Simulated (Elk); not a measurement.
## ScCo2: parallel, opposed and spinless runs

Wanted: the moments of ScCo2 and the energy of each order that was tried.

Program: Elk 11.2.3 (patched build). Level of theory: LDA (Perdew-Wang); all-electron APW+lo, Dirac cores, scalar-relativistic bands. Results are calculated unless marked as measured.

Most raw output is cut from this account.

## 1. The structure

It takes space group Fd-3m (No. 227, cubic). The conventional cell has a = 6.890 Å, b = 6.890 Å, c = 6.890 Å, α = 90.00°, β = 90.00°, γ = 90.00°. Nearest to Sc lie 12 Co at 2.86 Å and 4 Sc at 2.98 Å. Nearest to Co lie 6 Co at 2.44 Å and 6 Sc at 2.86 Å. Farther neighbours are not listed.

## 2. Start 1: ferro ++++

Parallel moments need no larger cell; this start tests for a ferromagnetic state only.

The last three numbers of an atom's line are a seed field in its sphere. It points against the wanted moment and shrinks by the factor reducebf each loop.

Input file elk.in:

```
tasks
  0

xctype
  3

rgkmax
  7.0

nempty
  20

swidth
  0.005

reducebf
  0.5

epsengy
  1e-05

maxscl
  100

lmaxi
  3

spincore
  .true.

spinpol
  .true.

sppath
  './'

avec
  0.00000000000 6.51010649934 6.51010649934
  6.51010649934 0.00000000000 6.51010649934
  6.51010649934 6.51010649934 0.00000000000

atoms
  2
  'Sc.in'
  2
  0.0000000000 0.0000000000 0.0000000000   0.000000 0.000000 0.000000
  0.2500000000 0.2500000000 0.2500000000   0.000000 0.000000 0.000000
  'Co.in'
  4
  0.6250000000 0.6250000000 0.6250000000   0.000000 0.000000 -0.060000
  0.1250000000 0.6250000000 0.6250000000   0.000000 0.000000 -0.060000
  0.6250000000 0.6250000000 0.1250000000   0.000000 0.000000 -0.060000
  0.6250000000 0.1250000000 0.6250000000   0.000000 0.000000 -0.060000

ngridk
  6 6 6
```

Command:

```console
OMP_NUM_THREADS=2 elk
```

Wall time 5.8 min (2 threads of Arm Neoverse V2, shared host); peak memory 0.26 GiB; 12 min of CPU time.

Spin moment in the muffin-tin sphere by atom:

| atom | spin moment in the muffin-tin sphere (μB) |
| --- | --- |
| Sc1 | -0.124 |
| Sc2 | -0.124 |
| Co3 | 0.665 |
| Co4 | 0.665 |
| Co5 | 0.665 |
| Co6 | 0.665 |

This step gave:

- density of states at the Fermi level: 8.410 states/eV/cell
- moment between the spheres: -0.2281 μB
- magnetization: 2.181 μB
- final state: ferromagnetic

After 25 cycles the largest moment stands at 0.665 μB.

## 3. Start 2: antiferro ++--

Another pattern of signs weighs the neighbour shells otherwise.

Edit elk.in of step 2 so:

```diff
@@ -51,4 +51,4 @@
   0.1250000000 0.6250000000 0.6250000000   0.000000 0.000000 -0.060000
-  0.6250000000 0.6250000000 0.1250000000   0.000000 0.000000 -0.060000
-  0.6250000000 0.1250000000 0.6250000000   0.000000 0.000000 -0.060000
+  0.6250000000 0.6250000000 0.1250000000   0.000000 0.000000 0.060000
+  0.6250000000 0.1250000000 0.6250000000   0.000000 0.000000 0.060000
```

Command:

```console
OMP_NUM_THREADS=2 elk
```

Run time: 10 min. Hardware: 2 threads; peak memory 0.27 GiB.

The run was cut off at its time limit.

It was cut off while still iterating. More time helps where the residual falls; where it has stalled, the mixing must change.

After 23 loops the RMS change of the potential stands at 1e-06 Ha, still falling.

## 4. Order 3, typed as ferri +++-

Edit elk.in of step 3 so:

```diff
@@ -51,3 +51,3 @@
   0.1250000000 0.6250000000 0.6250000000   0.000000 0.000000 -0.060000
-  0.6250000000 0.6250000000 0.1250000000   0.000000 0.000000 0.060000
+  0.6250000000 0.6250000000 0.1250000000   0.000000 0.000000 -0.060000
   0.6250000000 0.1250000000 0.6250000000   0.000000 0.000000 0.060000
```

Command:

```console
OMP_NUM_THREADS=2 elk
```

Elapsed: 12 min, on 2 threads; peak memory 0.3 GiB.

The run was cut off at its time limit.

It was cut off while still iterating. More time helps where the residual falls; where it has stalled, the mixing must change.

After 26 loops the RMS change of the potential stands at 3e-05 Ha, still falling.

## 5. Order 4, typed as no spin polarisation

A run without seeds gives the energy of the state without moments.

Input file elk.in:

```
tasks
  0

xctype
  3

rgkmax
  7.0

nempty
  20

swidth
  0.005

epsengy
  1e-05

maxscl
  100

lmaxi
  3

spincore
  .true.

sppath
  './'

avec
  0.00000000000 6.51010649934 6.51010649934
  6.51010649934 0.00000000000 6.51010649934
  6.51010649934 6.51010649934 0.00000000000

atoms
  2
  'Sc.in'
  2
  0.0000000000 0.0000000000 0.0000000000   0.000000 0.000000 0.000000
  0.2500000000 0.2500000000 0.2500000000   0.000000 0.000000 0.000000
  'Co.in'
  4
  0.6250000000 0.6250000000 0.6250000000   0.000000 0.000000 0.000000
  0.1250000000 0.6250000000 0.6250000000   0.000000 0.000000 0.000000
  0.6250000000 0.6250000000 0.1250000000   0.000000 0.000000 0.000000
  0.6250000000 0.1250000000 0.6250000000   0.000000 0.000000 0.000000

ngridk
  6 6 6
```

Command:

```console
OMP_NUM_THREADS=2 elk
```

The job ended after 4.2 min (2 threads; peak memory 0.26 GiB).

This step gave:

| Item | Value |
| --- | --- |
| final state | non-magnetic |

It lies 2.85 meV a seeded atom over the first start.

## 6. A faulty input

A slip in the input shows what the program catches and what it lets pass.

Input file elk.in:

```
tasks
  0

xctype
  3

rgkmax
  7.0

nempty
  20

swidth
  0.005

reducebf
  0.5

epsengy
  1e-05

maxscl
  75

lmaxi
  3

spincore
  .true.

spinpol
  .true.

sppath
  './'

avec
  0.00000000000 6.51010649934 6.51010649934
  6.51010649934 0.00000000000 6.51010649934
  6.51010649934 6.51010649934 0.00000000000

atoms
  2
  'Sc.in'
  2
  0.0000000000 0.0000000000 0.0000000000   0.000000 0.000000 0.000000
  0.2500000000 0.2500000000 0.2500000000   0.000000 0.000000 0.000000
  'Co.in'
  4
  0.6250000000 0.6250000000 0.6250000000   0.000000 0.000000 0.000000
  0.1250000000 0.6250000000 0.6250000000   0.000000 0.000000 0.000000
  0.6250000000 0.6250000000 0.1250000000   0.000000 0.000000 0.000000
  0.6250000000 0.1250000000 0.6250000000   0.000000 0.000000 0.000000

ngridk
  6 6 6
```

Command:

```console
OMP_NUM_THREADS=2 elk
```

Elapsed: 4.1 min, on 2 threads; peak memory 0.26 GiB.

The run converged, to whatever state an unseeded start reaches.

The fault in the input: no seed field for a magnet.

The largest moment is 0 μB against 0.665 μB in the first run, and the free energy lies +0.0114 eV from it.

Without a seed both spins stay alike by symmetry, so no moment can form.

## 7. Ranking

These are free energies at a smearing of 0.136 eV, so its entropy term is in the differences. They are divided by the number of seeded atoms, so that cells of unlike size compare.

Orders:

| start | final state | typed order kept | energy over the lowest (meV a seeded atom) | largest sphere moment (μB) | net moment (μB a primitive cell) | DOS at the Fermi level (states/eV a primitive cell) | mesh matched | CPU time (s) |
| --- | --- | --- | --- | --- | --- | --- | --- | --- |
| ferro ++++ | ferromagnetic | yes | 0 | 0.6645 | 2.181 | 8.41 | yes | 690.1 |
| no spin polarisation | non-magnetic | - | 2.846 | 0 | 0 | 8.015 | yes | 495.9 |

## 8. Results

* lower run: with moments
* largest site moment: 0.665 μB
* next state: non-magnetic, 2.85 meV a seeded atom higher
* energy gained by spin polarisation: 2.85 meV a seeded atom

What this shows: No opposed order could be compared. The parallel start holds moments up to 0.665 μB. The two lowest states lie so close that the mesh, the functional or spin–orbit coupling could swap them. Spin polarisation gains little. 2 starts gave no converged result and are missing from the ranking; when cut off, the typed pattern was already lost. No antiferromagnetic order was obtained, so the session says nothing on how the moments order.

[Logs and program files are shortened in this print: banners, set-up blocks, solver, clock and traceback lines can be left out without a mark of their own.]

[Logs are printed without paths, hosts, clocks, repeated set-up lines and the standing remarks that a program may print on its own settings, such as how far it seeks lower states.]

[Hosts, paths, dates, database ids (printed as entryN), source tags and the programs' standing remarks are cut or masked in the printed files.]

[Where a cell is said to come from a database of computed structures, the database is the Materials Project.]
